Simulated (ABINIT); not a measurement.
### Ba2TaBiO6 (R-3): G0W0 with ABINIT, start to end

The structure is trigonal, space group R-3 (No. 148). Conventional cell: a = 6.151 Å, b = 6.151 Å, c = 14.869 Å, α = 90.00°, β = 90.00°, γ = 120.00°. Nearest to Ba lie 12 O at 2.76 to 3.40 Å. Nearest to Ta lie 6 O at 2.01 Å. Bi has 6 O at 2.36 Å nearest. O has 1 Ta at 2.01 Å and 1 Bi at 2.36 Å and 4 Ba at 2.76 to 3.40 Å nearest. Farther neighbours, and contacts between anions beyond the nearest, are not listed.

```
Ba Ta Bi O
1.0
     3.07563    1.77571    4.95622
    -3.07563    1.77571    4.95622
     0.00000   -3.55143    4.95622
Ba Ta Bi O
2 1 1 6
Cartesian
  0.0000 0.0000 11.1339
  0.0000 0.0000 3.7348
  0.0000 0.0000 7.4343
  0.0000 0.0000 0.0000
  1.5583 0.5332 6.2766
  -0.3173 -1.6161 6.2766
  -1.2409 1.0829 6.2766
  -1.5583 -0.5332 8.5921
  1.2409 -1.0829 8.5921
  0.3173 1.6161 8.5921
```

```
method               : RPA screening on LDA, plane waves, norm-conserving pseudopotentials (and 2 further levels or steps)
program              : ABINIT 10.8.3
settings             : cutoff 62 Ha, PseudoDojo scalar-relativistic 0.4.1 stringent, norm-conserving, potential set dojo-sr-lda-0.4.1-stringent, ngkpt (2, 2, 2), nband 175, ecuteps 4 Ha, inclvkb 2, shiftk (0, 0, 0), symchi 1, awtr 1, frequency ppm, 2×2×2 k-mesh
cost                 : 4 runs, 39 min in all on 4 MPI ranks of Intel Xeon Platinum 8124M at 3.00GHz (Skylake/Cascade Lake), shared host
notes                : The cell and positions are those that the Materials Project relaxed with its own functionals (PBE, PBE+U or r2SCAN), kept fixed. Limits: no spin-orbit coupling. The 2×2×2 mesh is coarse for this cell, which bears on the long-range parts of exchange and screening.
LDA gap              : 2.55 eV, indirect (only 28 meV under the direct gap)
G0W0 gap on the mesh : 3.35 eV
GW settings          : 2×2×2 mesh, 175 bands, screening to 108.8 eV, Godby-Needs plasmon pole
known limits         : short of the basis limit; no spin-orbit coupling; coarse k mesh
```

G0W0 moves the gap on the mesh from 2.55 eV to 3.35 eV (+0.80 eV), with Z of 0.79 and 0.83 at the edges. Local fields lower the RPA ε∞ on this mesh from 7.19 to 6.62; a Γ-centred mesh this coarse tends to raise both, most where the direct gap is narrow, while a short band sum lowers them.

[Long decimals in the printed logs are rounded to 6 places.]

[Logs are printed without paths, hosts, clocks, repeated set-up lines and the standing remarks that a program may print on its own settings, such as how far it seeks lower states.]

[Paths, hosts, dates, memory and timing lines, banners, echoed tables and standing remarks are left out of the program output; an Ansatz launch command may be rebuilt from the run's recorded settings. Measured values are a selection of at most five: reports struck by readers or far from the other reports are left out. None is set beside runs whose start may be inverted or whose files or cutoffs have a known fault.]

[Runs of the session that timed out or met a known fault of the program may be left out.]

[Hosts, paths, dates, database ids (printed as entryN), source tags and the programs' standing remarks are cut or masked in the printed files.]

[G0W0 gaps are taken among the corrected bands and points alone; a level outside them can change the order at an edge.]

[Where Ansatz stands beside ABINIT at settings called matched, ABINIT's density can come from a denser mesh and the files from another edition; pairs whose starting gaps differed by over 0.03 eV were left out, so agreement reads better than it is.]
